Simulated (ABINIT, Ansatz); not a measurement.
# ScGa3 (Pm-3m): zone-centre phonons, part 2 of 2

Which modes does ScGa3 (Pm-3m) have at the zone centre?

ABINIT 10.8.3; DFT LDA, scalar-relativistic, plane waves, PseudoDojo norm-conserving pseudopotentials.

So far. Step 3 (Self-consistent run for the response): The cell stands at -1.9 GPa: the relaxation ran with a smoothed and higher cutoff, and the difference is a stress of the finite basis. Step 4 (Zone-centre response): The acoustic modes at Γ come out as far as 3.0 cm⁻¹ from zero, where they should vanish, a small numerical error. The relaxed cell has a = 3.999 Å (conventional setting).

### Step 5. Zone-centre analysis

anaddb reads the merged derivatives and imposes the acoustic sum rule.

File anaddb.abi:

```
ddb_filepath "gamma_DDB"
output_file "anaddb.abo"
outdata_prefix "anaddb"
asr 1
chneut 1
enunit 2
eivec 1
nph1l 1
qph1l 0.0 0.0 0.0 1.0
```

File mrgddb.in:

```
gamma_DDB
merged
2
dfpt_gammao_DDB
gso_DDB
```

Command:

```bash
> mrgddb < mrgddb.in > mrgddb.log
> OMP_NUM_THREADS=1 anaddb anaddb.abi > anaddb.log
```

anaddb.abo, the main output file:

```text
-outvars_anaddb: echo values of input variables ----------------------

 Miscellaneous information :
      enunit         2
       eivec         1
         asr         1
 First list of wavevector (reduced coord.) :
       nph1l         1
       qph1l
                     0.00000000E+00  0.00000000E+00  0.00000000E+00    1.000E+00

================================================================================

 read the DDB information and perform some checks

  ==== Info on the Cryst% object ====
 Real(R)+Recip(G) space primitive vectors, cartesian coordinates (Bohr,Bohr^-1):
 R(1)=  7.5564941  0.0000000  0.0000000  G(1)=  0.1323365  0.0000000  0.0000000
 R(2)=  0.0000000  7.5564941  0.0000000  G(2)=  0.0000000  0.1323365  0.0000000
 R(3)=  0.0000000  0.0000000  7.5564941  G(3)=  0.0000000  0.0000000  0.1323365
 Unit cell volume ucvol=  4.3148037E+02 bohr^3
 Angles (23,13,12)=  9.00000000E+01  9.00000000E+01  9.00000000E+01 degrees
 Time-reversal symmetry is present
 Reduced atomic positions [iatom, xred, symbol]:
    1)    0.0000000  0.0000000  0.0000000  Sc
    2)    0.0000000  0.5000000  0.5000000  Ga
    3)    0.5000000  0.0000000  0.5000000  Ga
    4)    0.5000000  0.5000000  0.0000000  Ga

 DDB file with 3 blocks has been read.

================================================================================

 Treat the first list of vectors

  Phonon wavevector (reduced coordinates) :  0.00000  0.00000  0.00000
 Phonon energies in Hartree :
   0.000000E+00  0.000000E+00  0.000000E+00  6.247866E-04  6.247866E-04
   6.247866E-04  6.252815E-04  6.252815E-04  6.252815E-04  1.198589E-03
   1.198589E-03  1.198589E-03
 Phonon energies in meV     :
-  0.000000E+00  0.000000E+00  0.000000E+00  1.700131E+01  1.700131E+01
-  1.700131E+01  1.701478E+01  1.701478E+01  1.701478E+01  3.261526E+01
-  3.261526E+01  3.261526E+01
 Phonon frequencies in cm-1    :
-  0.000000E+00  0.000000E+00  0.000000E+00  1.371248E+02  1.371248E+02
-  1.371248E+02  1.372334E+02  1.372334E+02  1.372334E+02  2.630598E+02
-  2.630598E+02  2.630598E+02
 Phonon frequencies in Thz     :
-  0.000000E+00  0.000000E+00  0.000000E+00  4.110898E+00  4.110898E+00
-  4.110898E+00  4.114154E+00  4.114154E+00  4.114154E+00  7.886334E+00
-  7.886334E+00  7.886334E+00
 Phonon energies in Kelvin  :
-  0.000000E+00  0.000000E+00  0.000000E+00  1.972920E+02  1.972920E+02
-  1.972920E+02  1.974483E+02  1.974483E+02  1.974483E+02  3.784843E+02
-  3.784843E+02  3.784843E+02

 Eigendisplacements
 (will be given, for each mode : in cartesian coordinates
   for each atom the real part of the displacement vector,
   then the imaginary part of the displacement vector - absolute values smaller than 1.0d-7 are set to zero)
  Mode number    1   Energy    0.000000E+00
 Attention : low frequency mode.
   (Could be unstable or acoustic mode)
-  1  0.00000000E+00  0.00000000E+00 -1.46925135E-03
-     0.00000000E+00  0.00000000E+00  0.00000000E+00
-  2  0.00000000E+00  0.00000000E+00 -1.46925190E-03
-     0.00000000E+00  0.00000000E+00  0.00000000E+00
-  3  0.00000000E+00  0.00000000E+00 -1.46925190E-03
-     0.00000000E+00  0.00000000E+00  0.00000000E+00
-  4  0.00000000E+00  0.00000000E+00 -1.46925312E-03
-     0.00000000E+00  0.00000000E+00  0.00000000E+00
  Mode number    2   Energy    0.000000E+00
 Attention : low frequency mode.
   (Could be unstable or acoustic mode)
-  1  0.00000000E+00 -1.46925135E-03  0.00000000E+00
-     0.00000000E+00  0.00000000E+00  0.00000000E+00
-  2  0.00000000E+00 -1.46925190E-03  0.00000000E+00
-     0.00000000E+00  0.00000000E+00  0.00000000E+00
-  3  0.00000000E+00 -1.46925312E-03  0.00000000E+00
-     0.00000000E+00  0.00000000E+00  0.00000000E+00
-  4  0.00000000E+00 -1.46925190E-03  0.00000000E+00
-     0.00000000E+00  0.00000000E+00  0.00000000E+00
  Mode number    3   Energy    0.000000E+00
 Attention : low frequency mode.
   (Could be unstable or acoustic mode)
-  1  1.46925135E-03  0.00000000E+00  0.00000000E+00
-     0.00000000E+00  0.00000000E+00  0.00000000E+00
-  2  1.46925312E-03  0.00000000E+00  0.00000000E+00
-     0.00000000E+00  0.00000000E+00  0.00000000E+00
-  3  1.46925190E-03  0.00000000E+00  0.00000000E+00
-     0.00000000E+00  0.00000000E+00  0.00000000E+00
-  4  1.46925190E-03  0.00000000E+00  0.00000000E+00
-     0.00000000E+00  0.00000000E+00  0.00000000E+00
  Mode number    4   Energy    6.247866E-04
-  1  0.00000000E+00  0.00000000E+00  0.00000000E+00
-     0.00000000E+00  0.00000000E+00  0.00000000E+00
-  2  0.00000000E+00  0.00000000E+00 -1.98343019E-03
-     0.00000000E+00  0.00000000E+00  0.00000000E+00
-  3  0.00000000E+00  0.00000000E+00  1.98343019E-03
-     0.00000000E+00  0.00000000E+00  0.00000000E+00
-  4  0.00000000E+00  0.00000000E+00  0.00000000E+00
-     0.00000000E+00  0.00000000E+00  0.00000000E+00
  Mode number    5   Energy    6.247866E-04
-  1  0.00000000E+00  0.00000000E+00  0.00000000E+00
-     0.00000000E+00  0.00000000E+00  0.00000000E+00
-  2  0.00000000E+00  1.98343019E-03  0.00000000E+00
-     0.00000000E+00  0.00000000E+00  0.00000000E+00
-  3  0.00000000E+00  0.00000000E+00  0.00000000E+00
-     0.00000000E+00  0.00000000E+00  0.00000000E+00
-  4  0.00000000E+00 -1.98343019E-03  0.00000000E+00
-     0.00000000E+00  0.00000000E+00  0.00000000E+00
  Mode number    6   Energy    6.247866E-04
-  1  0.00000000E+00  0.00000000E+00  0.00000000E+00
-     0.00000000E+00  0.00000000E+00  0.00000000E+00
-  2  0.00000000E+00  0.00000000E+00  0.00000000E+00
-     0.00000000E+00  0.00000000E+00  0.00000000E+00
-  3 -1.98343019E-03  0.00000000E+00  0.00000000E+00
-     0.00000000E+00  0.00000000E+00  0.00000000E+00
-  4  1.98343019E-03  0.00000000E+00  0.00000000E+00
-     0.00000000E+00  0.00000000E+00  0.00000000E+00
  Mode number    7   Energy    6.252815E-04
-  1  0.00000000E+00  0.00000000E+00 -1.28534110E-03
-     0.00000000E+00  0.00000000E+00  0.00000000E+00
-  2  0.00000000E+00  0.00000000E+00 -7.70472554E-04
-     0.00000000E+00  0.00000000E+00  0.00000000E+00
-  3  0.00000000E+00  0.00000000E+00 -7.70472554E-04
-     0.00000000E+00  0.00000000E+00  0.00000000E+00
-  4  0.00000000E+00  0.00000000E+00  2.36970348E-03
-     0.00000000E+00  0.00000000E+00  0.00000000E+00
  Mode number    8   Energy    6.252815E-04
-  1  0.00000000E+00  1.28534110E-03  0.00000000E+00
-     0.00000000E+00  0.00000000E+00  0.00000000E+00
-  2  0.00000000E+00  7.70472554E-04  0.00000000E+00
-     0.00000000E+00  0.00000000E+00  0.00000000E+00
-  3  0.00000000E+00 -2.36970348E-03  0.00000000E+00
-     0.00000000E+00  0.00000000E+00  0.00000000E+00
-  4  0.00000000E+00  7.70472554E-04  0.00000000E+00
-     0.00000000E+00  0.00000000E+00  0.00000000E+00
  Mode number    9   Energy    6.252815E-04
-  1  1.28534110E-03  0.00000000E+00  0.00000000E+00
-     0.00000000E+00  0.00000000E+00  0.00000000E+00
-  2 -2.36970348E-03  0.00000000E+00  0.00000000E+00
-     0.00000000E+00  0.00000000E+00  0.00000000E+00
-  3  7.70472554E-04  0.00000000E+00  0.00000000E+00
-     0.00000000E+00  0.00000000E+00  0.00000000E+00
-  4  7.70472554E-04  0.00000000E+00  0.00000000E+00
-     0.00000000E+00  0.00000000E+00  0.00000000E+00
  Mode number   10   Energy    1.198589E-03
-  1  0.00000000E+00  0.00000000E+00  2.89686369E-03
-     0.00000000E+00  0.00000000E+00  0.00000000E+00
-  2  0.00000000E+00  0.00000000E+00 -1.08704472E-03
-     0.00000000E+00  0.00000000E+00  0.00000000E+00
-  3  0.00000000E+00  0.00000000E+00 -1.08704472E-03
-     0.00000000E+00  0.00000000E+00  0.00000000E+00
-  4  0.00000000E+00  0.00000000E+00  3.06253672E-04
-     0.00000000E+00  0.00000000E+00  0.00000000E+00
  Mode number   11   Energy    1.198589E-03
-  1  0.00000000E+00 -2.89686369E-03  0.00000000E+00
-     0.00000000E+00  0.00000000E+00  0.00000000E+00
-  2  0.00000000E+00  1.08704472E-03  0.00000000E+00
-     0.00000000E+00  0.00000000E+00  0.00000000E+00
-  3  0.00000000E+00 -3.06253671E-04  0.00000000E+00
-     0.00000000E+00  0.00000000E+00  0.00000000E+00
-  4  0.00000000E+00  1.08704472E-03  0.00000000E+00
-     0.00000000E+00  0.00000000E+00  0.00000000E+00
  Mode number   12   Energy    1.198589E-03
-  1  2.89686369E-03  0.00000000E+00  0.00000000E+00
-     0.00000000E+00  0.00000000E+00  0.00000000E+00
-  2  3.06253672E-04  0.00000000E+00  0.00000000E+00
-     0.00000000E+00  0.00000000E+00  0.00000000E+00
-  3 -1.08704472E-03  0.00000000E+00  0.00000000E+00
-     0.00000000E+00  0.00000000E+00  0.00000000E+00
-  4 -1.08704472E-03  0.00000000E+00  0.00000000E+00
-     0.00000000E+00  0.00000000E+00  0.00000000E+00

 Analysis of degeneracies and characters (maximum tolerance=1.00E-06 a.u.)
 For each vibration mode, or group of modes if degenerate,
 the characters are given for each symmetry operation (see the list in the log file).
 Symmetry characters of vibration mode #   1
       degenerate with vibration modes #   2 to    3
  3.0 -3.0 -1.0  1.0 -1.0  1.0 -1.0  1.0  1.0 -1.0 -1.0  1.0  1.0 -1.0 -1.0  1.0
  0.0 -0.0 -0.0  0.0 -0.0  0.0 -0.0  0.0  1.0 -1.0 -1.0  1.0 -1.0  1.0  1.0 -1.0
  0.0 -0.0 -0.0  0.0 -0.0  0.0 -0.0  0.0  1.0 -1.0  1.0 -1.0 -1.0  1.0 -1.0  1.0
 Symmetry characters of vibration mode #   4
       degenerate with vibration modes #   5 to    9
  6.0 -6.0 -2.0  2.0 -2.0  2.0 -2.0  2.0 -0.0  0.0 -0.0  0.0  0.0 -0.0 -0.0  0.0
  0.0 -0.0 -0.0  0.0  0.0 -0.0 -0.0  0.0 -0.0  0.0  0.0 -0.0 -0.0  0.0  0.0 -0.0
  0.0 -0.0  0.0 -0.0 -0.0  0.0 -0.0  0.0  0.0 -0.0  0.0 -0.0 -0.0  0.0 -0.0  0.0
 Symmetry characters of vibration mode #  10
       degenerate with vibration modes #  11 to   12
  3.0 -3.0 -1.0  1.0 -1.0  1.0 -1.0  1.0  1.0 -1.0 -1.0  1.0  1.0 -1.0 -1.0  1.0
  0.0 -0.0  0.0 -0.0 -0.0  0.0 -0.0  0.0  1.0 -1.0 -1.0  1.0 -1.0  1.0  1.0 -1.0
  0.0 -0.0 -0.0  0.0 -0.0  0.0  0.0 -0.0  1.0 -1.0  1.0 -1.0 -1.0  1.0 -1.0  1.0
-
```

Wall time 0.51 s (1 thread of Arm Neoverse V1, shared host).

No LO-TO term; unit eigenvectors of the mass-weighted matrix, from anaddb's displacements. The modes at Γ (shares of kinetic energy by element, %):

```
mode  frequency (cm⁻¹)  Sc %  Ga %
   1               0.0    18    82
   2               0.0    18    82
   3               0.0    18    82
   4             137.1     0   100
   5             137.1     0   100
   6             137.1     0   100
   7             137.2    14    86
   8             137.2    14    86
   9             137.2    14    86
  10             263.1    69    31
  11             263.1    69    31
  12             263.1    69    31
```

Displacements in mode 4 (137.1 cm⁻¹), the largest set to 1:
```
Sc1  0.00  0.00  0.00
Ga2  0.00  0.00 -1.00
Ga3  0.00  0.00  1.00
Ga4  0.00  0.00  0.00
```

Displacements in mode 10 (263.1 cm⁻¹), the largest set to 1:
```
Sc1  0.00  0.00  1.00
Ga2  0.00  0.00 -0.38
Ga3  0.00  0.00 -0.38
Ga4  0.00  0.00  0.11
```

The rule moves no optical mode by more than 0.1 cm⁻¹.

### Step 6. Outcome

| Quantity | Value |
| --- | --- |
| space group after relaxation | Pm-3m |
| volume per atom | 16.0 Å³ |
| highest optical zone-centre mode (no LO-TO term) | 263.1 cm⁻¹ |
| lowest optical zone-centre mode | 137.1 cm⁻¹ |
| imaginary optical modes at the zone centre (no q mesh in this session) | none |

In words: At the LDA level the optical modes of ScGa3 (Pm-3m) at the zone centre run from 137 to 263 cm⁻¹. The base run prints -1.9 GPa, mostly the error of a finite basis; the relaxation, with a smoothed and higher cutoff, had brought the cell to rest. An error of this size shows a cutoff that is short for these files. These are harmonic frequencies at zero temperature: anharmonic shifts and linewidths and thermal expansion are left out. In a metal the frequencies hang on the k mesh and the smearing, most of all near Kohn anomalies.

[Host names and launcher messages were left out of these logs when they were recorded.]

[Logs are printed without paths, hosts, clocks, repeated set-up lines and the standing remarks that a program may print on its own settings, such as how far it seeks lower states.]

[Hosts, paths, dates, database ids (printed as entryN), source tags and the programs' standing remarks are cut or masked in the printed files.]
